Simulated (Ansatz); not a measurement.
# CrSi2P4 monolayer in a perpendicular field, part 2 of 3

Aim: how the CrSi2P4 monolayer screens a field along its normal, and what the field does to its bands. A positive field points along +c.

Ansatz 0.2.0; plane-wave DFT, PBE-D3(BJ), Ansatz PAW.

So far. Step 2 (Relaxing the slab): The lattice constant a goes from 3.480 to 3.367 Å.

**3. Atoms held, field 0**

A sawtooth potential applies the field, turning back in the middle of the vacuum. With the dipole correction the typed value is the field outside the slab. The induced dipole is small, so the SCF threshold is tight.

The cell differs from the one that the last finished run ended in (c 46.552 → 27.258 Å).

Contents of input.yaml:

```yaml
crystal:
  lattice:
    - [3.3671271635, 0.0, 0.0]
    - [-1.6835635817, 2.9160176613, 0.0]
    - [0.0, 0.0, 27.258163108]
  atoms:
    - { symbol: P, position: [0.0, 0.0, 0.3301763206] }
    - { symbol: Si, position: [0.3333333333, 0.6666666667, 0.3693494769] }
    - { symbol: P, position: [0.3333333333, 0.6666666667, 0.4518088422] }
    - { symbol: Cr, position: [0.0, 0.0, 0.5] }
    - { symbol: P, position: [0.3333333333, 0.6666666667, 0.5481911578] }
    - { symbol: Si, position: [0.3333333333, 0.6666666667, 0.6306505231] }
    - { symbol: P, position: [0.0, 0.0, 0.6698236794] }
kpoints:
  mp_grid: { grid: [18, 18, 1] }
  band_path:
    path: [[0, 0, 0], [0.5, 0, 0], [0.33333333, 0.33333333, 0], [0, 0, 0]]
    npoints: 16
hamiltonian:
  xc: pbe
  dispersion: d3bj
scf:
  occupations: { method: fermi_dirac, width: 0.02585 }
  convergence: { dr2_threshold: 1.0e-10 }
efield:
  axis: 3
  dipole_correction: true
  ramp_position: 0.97
  ramp_width: 0.06
  amplitude: 0
output:
  dos: { projected: true, e_range: [-6, 5] }
  write_potential: true
  write_density: true
  volumetric_format: npy
  elf: true
```

Run with:

```
> ansatz run input.yaml --threads 2 --pin off --max-ram 3072MiB --backend cpu --events-out ev --progress --plain --runs-dir out
```

Numbers of over 12 decimals in the logs are rounded to 6 here.

Output:

```text
[...]
Crystal: 7 atoms, lattice volume = 267.637 Å³
Basis set: ecut = 420 eV, 5287 PW (Γ)
Bands: 28, of which v1, the nominal top of the filled ones, is band 21 counted from 1 (20 counted from 0)
Symmetry: 6 space group operations
k-points: 37 of 324 (time reversal used)
[...]
SCF iter   1: F=—  HF=-7675.955604 eV  |F-HF|=—  |Δ(HF+E_count)|=         —  Δρ=3.89e-3  dr2=3.78e-2  ethr=1.77e-3  p=0.000 e·Å  D=1.40e-13 V/Å  ΔV_dip=-0.00 eV  dr2_dipole=1.04e-7  V_vac-E_F(+/−)=4.89/4.89 eV  ⟨swp⟩=11.5  Hψ=7272  notcnv=0
efield: sawtooth ramp at fractional position 0.9700 (set: `efield.ramp_position`, or a place that a band, a saddle search or an elastic batch's reference lends), width 0.0600; the density the first Hamiltonian is built on has a dipole p = 0.000 e·Å; the dipole correction subtracts the counter field D = 1.40e-13 V/Å, which shifts the + side's vacuum level by -0.00 eV against the − side's; the planar-averaged density in the ramp window peaks in size at 3.6e-6 e/Å³
[...]
SCF iter   2: F=—  HF=-7675.960698 eV  |F-HF|=—  |Δ(HF+E_count)|=   5.09e-3  Δρ=3.34e-3  dr2=1.47e-1  ethr=9.00e-5  p=-0.000 e·Å  D=-1.87e-4 V/Å  ΔV_dip=0.01 eV  dr2_dipole=8.39e-6  V_vac-E_F(+/−)=5.43/5.42 eV  ⟨swp⟩=4.1  Hψ=2581  notcnv=0  defer=67
[...]
SCF iter  17: F=-7675.948503 eV  HF=-7675.948503 eV  |F-HF|=4.37e-11  |Δ(HF+E_count)|=  1.89e-10  Δρ=1.04e-7  dr2=2.25e-11  ethr=1.00e-12  p=-0.000 e·Å  D=-9.84e-8 V/Å  ΔV_dip=0.00 eV  dr2_dipole=1.04e-13  V_vac-E_F(+/−)=5.19/5.19 eV  ⟨swp⟩=8.6  Hψ=3799  notcnv=0
SCF 1 converged in 17 iterations: F = -7675.948503 eV  dr2 = 2.25e-11
[...]
NSCF: frozen V_eff on 49 k-points
efield: sawtooth ramp at fractional position 0.9700 (kept from the solve that this one continues, or follows in the run), width 0.0600; the density the first Hamiltonian is built on has a dipole p = -0.000 e·Å; the dipole correction subtracts the counter field D = -9.84e-8 V/Å, which shifts the + side's vacuum level by +0.00 eV against the − side's; the planar-averaged density in the ramp window peaks in size at 2.6e-6 e/Å³
[...]
SCF converged after 17 iterations
Free energy (F): -7675.948503 eV
[...]
Internal energy: -7675.948497 eV  (E = F + TS)
E sigma→0 (E₀):  -7675.948500 eV
Entropy (-TS):   -0.000006 eV (-0.001 meV/atom)
Fermi energy:    0.973664 eV
Dipole field:    D = 0.000000 V/Å  (p = 0.000000 e·Å, saw-weighted, corrected)
Work function:   Φ+ = 5.1950 eV   Φ− = 5.1950 eV
Levels:          The Fermi level and band energies are counted from a zero that moves with the ramp; work functions are not
[...]
--- Band table (eV; the first three rows and the last of 37) ---
  k-point 0: bands = [... 17 lower, 0.3677, 0.4130, 0.4130, 0.7310, 3.6197, 3.6197, 3.7907, 3.7907, ... 3 higher]
  k-point 1: bands = [... 17 lower, 0.1890, 0.2642, 0.3187, 0.7453, 3.4671, 3.6024, 3.6749, 3.7599, ... 3 higher]
  k-point 2: bands = [... 17 lower, 0.0018, 0.0638, 0.0874, 0.7138, 3.1274, 3.1790, 3.6127, 3.7968, ... 3 higher]
  k-point 36: bands = [... 17 lower, -1.8696, -0.7875, -0.1711, 0.6402, 1.1681, 1.9460, 2.0636, 2.8943, ... 3 higher]
```

The job ended after 23 s (2 threads of Intel Xeon Platinum 8375C at 2.90GHz (Ice Lake), shared host; peak memory 0.69 GiB; 46 s of CPU time).

Numbers from this step:

| Property | Result |
| --- | --- |
| dipole along the normal | 4.08e-7 e·Å |
| gap along the path | 0.4234 eV |
| smallest direct gap along the path | 0.5280 eV |
| ionisation energy, upper face | 5.424 eV |
| electron affinity, upper face | 5.000 eV |
| gap, the smaller of path and mesh | 0.4228 eV |

Running mean over a fixed 2.7 Å (it still follows the layers) of the planar mean; the ramp of the sawtooth is left out. Table of electron's electrostatic potential energy less the Fermi level by z:

```
z (Å)  electron's electrostatic potential energy less the Fermi level (eV)
  3.5                                                                 5.19
  4.0                                                                 5.19
  4.5                                                                 5.19
  5.0                                                                 5.19
  5.5                                                                 5.18
  6.0                                                                 5.15
  6.5                                                                 4.99
  7.0                                                                 4.30
  7.5                                                                 2.13
  8.0                                                                -1.03
  8.5                                                                -4.13
  9.0                                                                -7.02
  9.5                                                                -8.54
 10.0                                                                -7.87
 10.5                                                                -6.13
 11.0                                                                -5.55
 11.5                                                                -5.16
 12.0                                                                -5.16
 12.5                                                                -6.75
 13.0                                                                -8.34
 13.5                                                                -8.89
 14.0                                                                -8.73
 14.5                                                                -7.68
 15.0                                                                -5.85
 15.5                                                                -4.96
 16.0                                                                -5.42
 16.5                                                                -5.70
 17.0                                                                -6.93
 17.5                                                                -8.46
 18.0                                                                -8.07
 18.5                                                                -5.70
 19.0                                                                -2.65
 19.5                                                                0.518
 20.0                                                                 3.40
 20.5                                                                 4.75
 21.0                                                                 5.09
 21.5                                                                 5.17
 22.0                                                                 5.19
 22.5                                                                 5.19
 23.0                                                                 5.19
 23.5                                                                 5.19
 24.0                                                                 5.19
```

The density of states has structure finer than the step of the table below, so its rows give means over 0.25 eV, whole bins alone (the curve runs from -6 to 2.19 eV). Peaks (eV: height): -5.310: 8.88, -2.360: 8.16, -2.170: 9.45, -1.750: 10.6, -1.530: 8.08, 0.810: 8.99, 1.800: 9.59.

Table of density of states by energy, zero at the Fermi level of the run, which the smearing sets inside the gap; means over each step:

energy (eV), density of states (states/eV a cell) and a bar:
```
    -5.75        0.4 ##
    -5.50        3.4 ##############
    -5.25        4.8 ###################
    -5.00        3.6 ###############
    -4.75        1.9 #######
    -4.50        2.8 ###########
    -4.25        4.5 ##################
    -4.00        2.2 #########
    -3.75        3.7 ###############
    -3.50        2.6 ###########
    -3.25        3.9 ################
    -3.00        5.0 ####################
    -2.75        5.9 ########################
    -2.50        5.3 #####################
    -2.25        6.3 #########################
    -2.00        5.6 ######################
    -1.75        7.5 ##############################
    -1.50        6.7 ###########################
    -1.25        3.9 ################
    -1.00        3.1 ############
    -0.75        4.5 ##################
    -0.50        2.2 #########
    -0.25        1.0 ####
     0.00        0.0 
     0.25        0.7 ###
     0.50        1.7 #######
     0.75        3.8 ###############
     1.00        3.6 ###############
     1.25        2.6 ###########
     1.50        2.5 ##########
     1.75        5.7 #######################
     2.00        3.9 ################
```

Projected DOS per atom over height of the atomic layer and energy from the Fermi level. Layers: P Si P Cr P Si P from below.

Values in states/eV, 22 rows by 7 columns, each cell a mean:
```
0.42 0.46 0.55 1.18 0.55 0.46 0.42
0.36 0.35 0.48 1.21 0.48 0.35 0.36
0.15 0.11 0.34 1.25 0.34 0.11 0.15
0.12 0.11 0.36 2.87 0.36 0.11 0.12
0.01 0.01 0.07 1.44 0.07 0.01 0.01
0.00 0.00 0.01 0.28 0.01 0.00 0.00
0.05 0.03 0.02 0.65 0.02 0.03 0.05
0.15 0.09 0.11 2.44 0.11 0.09 0.15
0.39 0.16 0.33 1.50 0.33 0.16 0.39
0.92 0.22 0.79 1.25 0.79 0.22 0.92
1.21 0.30 1.07 2.10 1.07 0.30 1.21
0.82 0.31 0.83 1.45 0.83 0.31 0.82
1.06 0.45 0.76 0.95 0.76 0.45 1.06
0.98 0.57 0.89 0.77 0.89 0.57 0.98
0.63 0.42 0.57 0.66 0.57 0.42 0.63
0.50 0.35 0.40 0.43 0.40 0.35 0.50
0.41 0.31 0.43 0.46 0.43 0.31 0.41
0.51 0.45 0.75 0.57 0.75 0.45 0.51
0.23 0.24 0.43 0.24 0.43 0.24 0.23
0.52 0.50 0.70 0.30 0.70 0.50 0.52
0.53 0.57 0.78 0.33 0.78 0.57 0.53
0.09 0.08 0.02 0.01 0.02 0.08 0.09
```
Columns: height of the atomic layer (Å) from 9 to 18.3 (not evenly spaced); rows upwards: energy from the Fermi level (eV) from -5.96 to 2.14.

The electronic bands at the labelled points (eV, zero at the Fermi level of the run, which the smearing sets inside the gap):

```
  point  band 18  band 19  band 20  band 21  band 22  band 23  band 24  band 25
      Γ    -0.61    -0.56    -0.56    -0.24     2.65     2.65     2.82     2.82
halfway    -1.66    -1.52    -1.29    -0.64     1.29     1.72     1.84     2.40
      M    -2.04    -1.87    -1.10    -1.10     0.75     0.78     1.47     1.58
halfway    -2.46    -1.90    -1.44    -0.62     0.41     0.78     1.62     2.20
      K    -2.84    -1.76    -1.14    -0.33     0.19     0.97     1.09     1.92
halfway    -1.94    -1.76    -1.27    -0.72     1.18     1.35     1.77     2.84
      Γ    -0.61    -0.56    -0.56    -0.24     2.65     2.65     2.82     2.82
```

Electrostatic potential energy in the ca plane at fractional y = 0.667, with atoms of Si and P within 0.2 Å of it. With pseudopotentials it is smooth inside the atoms' cores, unlike the true potential.

Values in eV, 5 rows by 16 columns, each cell a mean:
```
  6   6   6   1  -4   2   4   3  -4  -2   4   4   1  -5   3   6
  6   6   6   3  -3  -3   2  -2  -2  -2  -1   1  -4  -2   4   6
  6   6   6   4 -12 -40  -9 -43 -10 -20 -37 -11 -41  -4   5   6
  6   6   6   4 -17 -51 -14 -55 -15 -28 -48 -16 -53  -7   5   6
  6   6   6   3  -4 -13  -1 -13  -3  -6 -11  -2 -14  -2   4   6
```
Columns run along c (16.0 Å, from fractional 0.18 to 0.77 of the cell; values clipped at the 3rd and 97th percentile), rows up along a (3.4 Å). Atoms in or near the plane, at fractional coordinates: Si at (0.37, 0.33), P at (0.45, 0.33), P at (0.55, 0.33), Si at (0.63, 0.33).

ELF in the ca plane at fractional y = 0.667, with atoms of Si and P within 0.2 Å of it. It is the smooth field of the valence electrons, not physical close to the nuclei.

Values, 5 rows by 16 columns, each cell a mean:
```
0.00 0.02 0.32 0.72 0.66 0.42 0.11 0.32 0.14 0.19 0.28 0.12 0.51 0.68 0.68 0.21
0.00 0.01 0.19 0.56 0.71 0.57 0.33 0.61 0.31 0.42 0.56 0.33 0.65 0.69 0.50 0.12
0.00 0.00 0.02 0.15 0.48 0.44 0.81 0.46 0.53 0.57 0.52 0.76 0.42 0.43 0.10 0.01
0.00 0.00 0.01 0.09 0.35 0.39 0.87 0.25 0.47 0.45 0.38 0.82 0.33 0.32 0.06 0.01
0.00 0.01 0.11 0.40 0.69 0.59 0.55 0.72 0.45 0.58 0.68 0.52 0.65 0.63 0.33 0.06
```
Columns run along c (16.0 Å, from fractional 0.18 to 0.77 of the cell), rows up along a (3.4 Å). Atoms in or near the plane, at fractional coordinates: Si at (0.37, 0.33), P at (0.45, 0.33), P at (0.55, 0.33), Si at (0.63, 0.33).

Valence density in the ca plane at fractional y = 0.667, with atoms of Si and P within 0.2 Å of it. It is the smooth field of the valence electrons, not physical close to the nuclei.

Ten even steps from '0' (0.00 e/Å³) to '9' (0.78 e/Å³), each cell a mean:
```
00000000013454321011223343322110123454310000
00000000023554311001122343221100123454310000
00000000013455421112344333443211124554210000
00000000012356533335676434676533345653110000
00000000001244335578678545876875533542100000
00000000001243126898237646722898521332100000
00000000001243225788458646844887522442100000
00000000001356444457787535887654445553100000
00000000012455432223555434554322234554210000
```
Columns run along c (16.0 Å, from fractional 0.18 to 0.77 of the cell), rows up along a (3.4 Å). Atoms in or near the plane, at fractional coordinates: Si at (0.37, 0.33), P at (0.45, 0.33), P at (0.55, 0.33), Si at (0.63, 0.33).

The gap is 0.42 eV, with the valence edge 5.42 eV and the conduction edge 5.00 eV under the upper vacuum level.

**4. Atoms held, field 0.1 V/Å**

Changes to input.yaml since step 3:

```diff
@@ -29,5 +29,4 @@
   ramp_width: 0.06
-  amplitude: 0
+  amplitude: 0.1
 output:
-  dos: { projected: true, e_range: [-6, 5] }
   write_potential: true
@@ -35,2 +34 @@
   volumetric_format: npy
-  elf: true
```

Output:

```text
[...]
Crystal: 7 atoms, lattice volume = 267.637 Å³
Basis set: ecut = 420 eV, 5287 PW (Γ)
Bands: 28, of which v1, the nominal top of the filled ones, is band 21 counted from 1 (20 counted from 0)
Symmetry: 6 space group operations
k-points: 37 of 324 (time reversal used)
[...]
k-point 0: bands = [... 17 lower, 0.3566, 0.4234, 0.4234, 0.7308, 3.6187, 3.6187, 3.7909, 3.7909, ... 3 higher]
  k-point 1: bands = [... 17 lower, 0.1901, 0.2547, 0.3275, 0.7452, 3.4656, 3.6028, 3.6735, 3.7606, ... 3 higher]
  k-point 2: bands = [... 17 lower, -0.0040, 0.0633, 0.0928, 0.7136, 3.1240, 3.1814, 3.6120, 3.7968, ... 3 higher]
  k-point 36: bands = [... 17 lower, -1.8699, -0.7887, -0.1704, 0.6398, 1.1678, 1.9456, 2.0629, 2.8941, ... 3 higher]
[key lines of the parts left out:]
SCF converged after 19 iterations
Free energy (F): -7675.951534 eV
Fermi energy:    0.973419 eV
Dipole field:    D = 0.040984 V/Å  (p = 0.060617 e·Å, saw-weighted, corrected)
```

Run time: 26 s. Hardware: 2 threads; peak memory 0.69 GiB; 51 s of CPU time.

The dipole is 0.0606 e·Å, and the gap 0.423 eV.

[end of part 2 of 3]

[Logs are printed without paths, hosts, clocks, repeated set-up lines and the standing remarks that a program may print on its own settings, such as how far it seeks lower states.]

[Hosts, paths, dates, database ids (printed as entryN), source tags and the programs' standing remarks are cut or masked in the printed files.]

[Maps of the electrostatic potential energy from Ansatz leave out the sawtooth potential of an applied field or a dipole correction, so their vacuum need not be flat; planar profiles and work functions include it.]
